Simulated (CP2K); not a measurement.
The C K edge of acetylacetonitrile was computed by TDDFT (CP2K XAS_TDP, aug-cc-pVDZ, TDA) at these levels: PBEh(45%), PBEh(45%) + GW2X and PBEh(60%). The first three lines of C1 (bonded to C and 3 H) with a strength over 0.0015, energy in eV and strength:

```tsv
run	first	second	third
1	290.45 (0.008)	291.43 (0.024)	291.52 (0.016)
2	287.88 (0.002)	288.70 (0.014)	289.55 (0.039)
3	284.00 (0.008)	284.98 (0.025)	285.07 (0.016)
```

**Question.** Which run is which?

Run 1: PBEh(45%) + GW2X (45 % exact exchange). Run 2: PBEh(60%) (60 % exact exchange). Run 3: PBEh(45%) (45 % exact exchange). Self-interaction lifts the core level, so the uncorrected lines rise with the share of exact exchange. The GW2X run keeps the spacings of its parent: 0.98 eV between the first two lines in run 1, 0.98 eV in run 3. Its shift is +6.45 eV, since the Kohn–Sham level at this share of exchange lies that far above the quasiparticle level.

[Banner, clock and machine lines of the logs are left out without a mark of their own.]

[Logs are printed without paths, hosts, clocks, repeated set-up lines and the standing remarks that a program may print on its own settings, such as how far it seeks lower states.]

[Hosts, paths, dates, database ids (printed as entryN), source tags and the programs' standing remarks are cut or masked in the printed files.]
